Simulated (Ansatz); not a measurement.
# YSb (model cell, started as layered BN type): phonons and vibrational spectra

Wanted: phonon frequencies of YSb (model cell, started as layered BN type) and what follows from them.

Method: DFT PBEsol, scalar-relativistic, plane waves, norm-conserving pseudopotentials, in Ansatz 0.2.0.

Most raw output is cut from this account.

The structure was built from a prototype and need not be the compound's stable phase.

## 1. Set-up

It takes space group P6_3/mmc (No. 194, hexagonal). Conventional cell: a = 5.019 Å, b = 5.019 Å, c = 7.245 Å, α = 90.00°, β = 90.00°, γ = 120.00°. Y has 3 Sb at 2.90 Å nearest. Nearest to Sb lie 3 Y at 2.90 Å. Farther neighbours are not listed.

## 2. Bringing the structure to rest, k-mesh 12×12×6

The cell and atoms are relaxed, since residual forces and stress would shift the frequencies.

Contents of input.yaml:

```yaml
crystal:
  lattice:
    - [5.01948, 0.0, 0.0]
    - [-2.50974, 4.347, 0.0]
    - [0.0, 0.0, 7.245]
  atoms:
    - { symbol: "Y", position: [0.333333, 0.666667, 0.25] }
    - { symbol: "Y", position: [0.666667, 0.333333, 0.75] }
    - { symbol: Sb, position: [0.666667, 0.333333, 0.25] }
    - { symbol: Sb, position: [0.333333, 0.666667, 0.75] }
kpoints:
  mp_grid: { grid: [12, 12, 6] }
hamiltonian:
  xc: pbesol
  pseudopotentials: { kind: nc }
scf:
  occupations: { method: gaussian, width: 0.1 }
output:
  forces: true
  stress: true
  eigenvalues: true
  write_density: true
  write_potential: true
  elf: true
  volumetric_format: npy
relax:
  adjacent_minimum: "off"
  f_tol: 0.005
  max_steps: 80
  cell: { stress_tol: 0.05 }
```

On the command line:

```sh
$ ansatz run input.yaml --threads 4 --pin off --max-ram 7168MiB --backend cpu --events-out ev --progress --plain --runs-dir out
```

The job ended after 3.4 min (4 threads of Arm Neoverse V1, shared host; peak memory 1.5 GiB; 13 min of CPU time).

Step by step:

```
step  energy less that of the first step (eV)  largest force component (eV/Å)  pressure (GPa)  volume (Å³)
   1                                   0.0000                          0.0000           -0.98       158.08
   2                                  -0.5164                          0.0000           -1.87       154.48
   3                                  -0.9374                          0.0000           -1.22       147.83
   4                                  -1.2436                          0.0000           -0.28       142.77
   5                                  -1.2812                          0.0000            0.11       141.87
   6                                  -1.2812                          0.0000           -0.01       142.20
  7*                                  -1.2841                          0.0000            0.05       142.20
   8                                  -1.2841                          0.0000            0.00       142.35
  9*                                  -1.2842                          0.0000            0.00       142.35
```

Relaxation steps marked * repeat the geometry before them on a plane-wave basis chosen anew for their cell, so energy and pressure can jump there.

The run keeps the 24 symmetry operations that it works with, so distortions that break them were not tested.

```
     cell as run  before  after   change
           a (Å)   5.019  5.215   +3.9 %
           b (Å)   5.019  5.215   +3.9 %
           c (Å)   7.245  6.044  -16.6 %
volume (Å³/atom)   39.52  35.59  -10.0 %
```

The relaxed structure:

```xyz
4
Lattice="5.2151 0.0000 0.0000 -2.6076 4.5164 0.0000 0.0000 0.0000 6.0438" Properties=species:S:1:pos:R:3 pbc="T T T"
Y     0.0000    3.0109    1.5109
Y     2.6076    1.5055    4.5328
Sb    2.6076    1.5055    1.5109
Sb    0.0000    3.0109    4.5328
```

This step gave:

| Quantity | Value |
| --- | --- |
| pressure | 0.003576 GPa |
| volume per atom | 35.59 Å³ |
| gap on the k-mesh | 0 eV |

Electrostatic potential energy in the ac plane at fractional y = 0.333, with atoms of Y and Sb within 0.2 Å of it. With pseudopotentials it is smooth inside the atoms' cores, unlike the true potential.

Ten even steps from '_' (-71 eV) to '@' (11 eV), each cell a mean:
```
@@@@@@@@@@@@@@@@@@%%%%@@@@@@
@@@@@@@@@@@@@@%%##****%%@@@@
@@@@@@@@@@@@%%**::__..**%%@@
@@@@@@@@@@@@%%==______--%%@@
@@@@@@@@@@@@%%++______==%%@@
@@@@@@@@@@@@@@##++--==##%%@@
@@@@@@@@@@@@@@@@%%##%%%%@@@@
@@@@@@@@@@@@@@@@@@@@@@@@@@@@
@@@@@@@@@@@@@@@@@@%%@@@@@@@@
@@@@@@@@@@@@@@%%##**##%%@@@@
@@@@@@@@@@@@@@####%%##**%%@@
@@@@@@@@@@@@%%**@@%%@@**%%@@
@@@@@@@@@@@@%%**%%@@@@**%%@@
@@@@@@@@@@@@@@%%**##**##@@@@
@@@@@@@@@@@@@@@@%%%%%%@@@@@@
@@@@@@@@@@@@@@@@@@@@@@@@@@@@
```
Columns run along a (5.2 Å; values clipped at the 3rd and 97th percentile), rows up along c (6.0 Å). Atoms in or near the plane, at fractional coordinates: Y at (0.67, 0.75), Sb at (0.67, 0.25).

ELF in the ac plane at fractional y = 0.333, with atoms of Y and Sb within 0.2 Å of it. It is the smooth field of the valence electrons, not physical close to the nuclei.

Ten even steps from '0' (0.03) to '9' (0.84), each cell a mean:
```
24443111222111
46665202687301
57776217989821
67776239705941
67776228847931
57775204999511
35554101354101
22322223333322
21001467666764
20002675333576
30002763434367
30003763302357
30003763413357
30002674343367
20002577545675
21111245666653
```
Columns run along a (5.2 Å), rows up along c (6.0 Å). Atoms in or near the plane, at fractional coordinates: Y at (0.67, 0.75), Sb at (0.67, 0.25).

Valence density in the ac plane at fractional y = 0.333, with atoms of Y and Sb within 0.2 Å of it. It is the smooth field of the valence electrons, not physical close to the nuclei.

Values in e/Å³, 16 rows by 14 columns, each cell a mean:
```
0.1 0.1 0.1 0.1 0.1 0.1 0.1 0.1 0.2 0.3 0.3 0.1 0.1 0.1
0.1 0.1 0.1 0.1 0.1 0.1 0.1 0.3 0.8 1.3 1.0 0.4 0.1 0.1
0.1 0.1 0.1 0.1 0.1 0.1 0.2 1.0 2.6 2.9 2.8 1.2 0.3 0.1
0.1 0.1 0.1 0.1 0.1 0.1 0.3 1.7 2.7 0.7 2.3 2.1 0.4 0.1
0.1 0.1 0.1 0.1 0.1 0.1 0.3 1.4 2.8 2.0 2.8 1.7 0.3 0.1
0.1 0.1 0.1 0.1 0.1 0.1 0.1 0.6 1.7 2.4 1.9 0.7 0.2 0.1
0.1 0.1 0.1 0.1 0.1 0.1 0.1 0.2 0.4 0.6 0.5 0.2 0.1 0.1
0.1 0.1 0.0 0.1 0.1 0.1 0.1 0.1 0.2 0.3 0.2 0.2 0.1 0.1
0.1 0.0 0.0 0.0 0.1 0.1 0.1 0.2 0.3 0.4 0.3 0.2 0.1 0.1
0.1 0.0 0.0 0.0 0.1 0.1 0.2 0.4 0.8 1.3 1.0 0.5 0.2 0.1
0.1 0.1 0.0 0.1 0.1 0.2 0.3 0.9 4.0 6.7 4.9 1.2 0.4 0.2
0.1 0.1 0.1 0.1 0.1 0.2 0.4 1.8 7.2 3.4 7.4 2.5 0.5 0.2
0.1 0.1 0.1 0.1 0.1 0.2 0.4 1.4 6.4 6.7 7.2 1.9 0.4 0.2
0.1 0.0 0.0 0.0 0.1 0.1 0.3 0.6 1.8 3.4 2.1 0.7 0.3 0.1
0.1 0.0 0.0 0.0 0.1 0.1 0.2 0.3 0.5 0.6 0.5 0.3 0.2 0.1
0.1 0.0 0.0 0.0 0.1 0.1 0.1 0.2 0.2 0.3 0.2 0.2 0.1 0.1
```
Columns run along a (5.2 Å), rows up along c (6.0 Å). Atoms in or near the plane, at fractional coordinates: Y at (0.67, 0.75), Sb at (0.67, 0.25).

In this step the volume went from 39.52 to 35.59 Å³/atom.

## 3. Bringing the structure to rest, k-mesh 9×9×8

The relaxation is repeated from its end, on the mesh and smearing that suit the cell and gap now reached.

input.yaml, the sections that differ from step 2:

```yaml
crystal:
  lattice:
    - [5.2151049265, 0.0, 0.0]
    - [-2.6075524633, 4.5164133498, 0.0]
    - [0.0, 0.0, 6.0437725079]
  atoms:
    - { symbol: "Y", position: [0.3333333333, 0.6666666667, 0.25] }
    - { symbol: "Y", position: [0.6666666667, 0.3333333333, 0.75] }
    - { symbol: Sb, position: [0.6666666667, 0.3333333333, 0.25] }
    - { symbol: Sb, position: [0.3333333333, 0.6666666667, 0.75] }
kpoints:
  mp_grid: { grid: [9, 9, 8] }
output:
  forces: true
  stress: true
  eigenvalues: true
# hamiltonian, scf, relax: as in step 2
```

Elapsed: 37 s, on 4 threads; peak memory 1.3 GiB; 2.4 min of CPU time.

Little changed from the start: no atom moved by 0.005 Å and no cell edge by 0.1 %.

Numbers from this step:

```yaml
pressure: -0.01550 GPa
```

In this step the volume went from 35.59 to 35.59 Å³/atom.

## 4. Tight relaxation

Phonons need a cell at rest on their own settings, so the relaxation is repeated with tight tolerances on forces and stress on the k mesh and occupations of the first response run.

input.yaml, as its differences from that of step 3:

```diff
@@ -16,3 +16,3 @@
 scf:
-  occupations: { method: gaussian, width: 0.1 }
+  occupations: { method: methfessel_paxton, width: 0.2 }
 output:
@@ -23,4 +23,4 @@
   adjacent_minimum: "off"
-  f_tol: 0.005
-  max_steps: 80
-  cell: { stress_tol: 0.05 }
+  f_tol: 0.001
+  max_steps: 60
+  cell: { stress_tol: 0.01 }
```

The job ended after 66 s (4 threads; peak memory 1.3 GiB; 4.3 min of CPU time).

Little changed from the start: no atom moved by 0.005 Å and no cell edge by 0.1 %.

Numbers from this step:

| Quantity | Value |
| --- | --- |
| pressure | -2.34e-4 GPa |
| volume per atom | 35.58 Å³ |

The forces vanish by symmetry and the pressure is 0.000 GPa, within the tolerances set. The cell now holds 35.58 Å³/atom.

## 5. Modes at Γ

The zone centre is the only wavevector solved here; it holds the modes that light can see, as far as symmetry allows. No field response is asked, since the mesh shows no gap.

input.yaml, the sections that differ from step 4:

```yaml
crystal:
  lattice:
    - [5.2152902591, 0.0, 0.0]
    - [-2.6076451296, 4.5165738525, 0.0]
    - [0.0, 0.0, 6.0423434378]
  atoms:
    - { symbol: "Y", position: [0.3333333333, 0.6666666667, 0.25] }
    - { symbol: "Y", position: [0.6666666667, 0.3333333333, 0.75] }
    - { symbol: Sb, position: [0.6666666667, 0.3333333333, 0.25] }
    - { symbol: Sb, position: [0.3333333333, 0.6666666667, 0.75] }
output:
  eigenvalues: true
phonons:
  method: dfpt
# kpoints, hamiltonian, scf: as in step 4
# relax: removed
```

Run time: 11 min. Hardware: 4 threads; peak memory 5.4 GiB; 42 min of CPU time.

Numbers from this step:

- sum-rule residual before enforcement: 0.001307 eV/Å²
- point group: 6/mmm
- highest optical mode at the zone centre (no LO-TO term): 182.6 cm⁻¹
- lowest optical zone-centre mode: 68.44 cm⁻¹

Patterns of degenerate modes are one choice out of their space. The modes at Γ (shares of kinetic energy by element, %):

```
mode  frequency (cm⁻¹)  symmetry  Y %  Sb %
   1               0.0  acoustic   42    58
   2               0.0  acoustic   42    58
   3               0.0  acoustic   42    58
   4              68.4       E2g   39    61
   5              68.4       E2g   39    61
   6              77.2       B1g   44    56
   7             159.3       A2u   58    42
   8             163.9       E2g   61    39
   9             163.9       E2g   61    39
  10             167.7       E1u   58    42
  11             167.7       E1u   58    42
  12             182.6       B1g   56    44
```

Displacements in mode 4 (68.4 cm⁻¹), the largest set to 1:
```
Y1   0.00  0.93  0.00
Y2   0.00 -0.93  0.00
Sb3  0.00  1.00  0.00
Sb4  0.00 -1.00  0.00
```

Displacements in mode 8 (163.9 cm⁻¹), the largest set to 1:
```
Y1  -0.23  1.00  0.00
Y2   0.23 -1.00  0.00
Sb3  0.16 -0.68  0.00
Sb4 -0.16  0.68  0.00
```

Before it was imposed, the acoustic sum rule was missed by 0.0013 eV/Å². Small misses are needed for a sound result but don't prove that mesh and cutoff are converged. The lowest optical mode is real, 68.4 cm⁻¹.

## 6. Another isotope

An isotope changes the mass and not the force constants, so no new electronic calculation is needed; the shifts show which modes move this element.

The same force constants with the mass of Sb changed from 121.760 to 122.904 u (phonopy, no LO-TO term). Both lists are sorted by frequency; levels can cross, so a row need not hold one and the same mode. Modes under 3 cm⁻¹ are left out. Isotope shifts, by row:

```
    q  rank  natural mass (cm⁻¹)  changed mass (cm⁻¹)
0 0 0     4                68.44                68.25
0 0 0     5                68.44                68.25
0 0 0     6                77.16                76.96
0 0 0     7                159.3                  159
0 0 0     8                163.9                163.7
0 0 0     9                163.9                163.7
0 0 0    10                167.7                167.4
0 0 0    11                167.7                167.4
0 0 0    12                182.6                182.2
```

A mode of this element alone would shift by -0.47 %. The highest zone-centre frequency without the field goes from 182.6 to 182.2 cm⁻¹ (-0.2 %). The product of the frequency ratios over all optical modes at Γ is 0.981; the product rule, (m/m′)^(3k/2) (M′/M)^(3/2) with k = 2 such atoms and M the mass of the cell, gives 0.980.

## 7. What came out

```json
{
 "space group after relaxation (within 0.01 Å)": "P6_3/mmc",
 "volume per atom": "35.6 Å³",
 "electronic character": "no gap on this mesh",
 "highest optical mode at the zone centre (no LO-TO term)": "183 cm⁻¹",
 "lowest optical zone-centre mode": "68.4 cm⁻¹",
 "imaginary modes at Γ (the only wavevector solved)": "none"
}
```

**Reading.** The structure is stable against zone-centre distortions, since no mode there is imaginary; other wavevectors were not solved, so zone-boundary instabilities are untested. The optical modes at Γ span 68 to 183 cm⁻¹. No dispersion was computed. With no gap, or one that is small against the smearing, the frequencies hang on the k mesh and the smearing, most of all near Kohn anomalies. Spin-orbit coupling is left out, which can matter for the heavy elements here. The starting cell was built on a prototype and not taken from a measurement, so the phase need not exist. These are harmonic frequencies at zero temperature: anharmonic shifts, linewidths and thermal expansion are left out.

[Logs are printed without paths, hosts, clocks, repeated set-up lines and the standing remarks that a program may print on its own settings, such as how far it seeks lower states.]

[Hosts, paths, dates, database ids (printed as entryN), source tags and the programs' standing remarks are cut or masked in the printed files.]
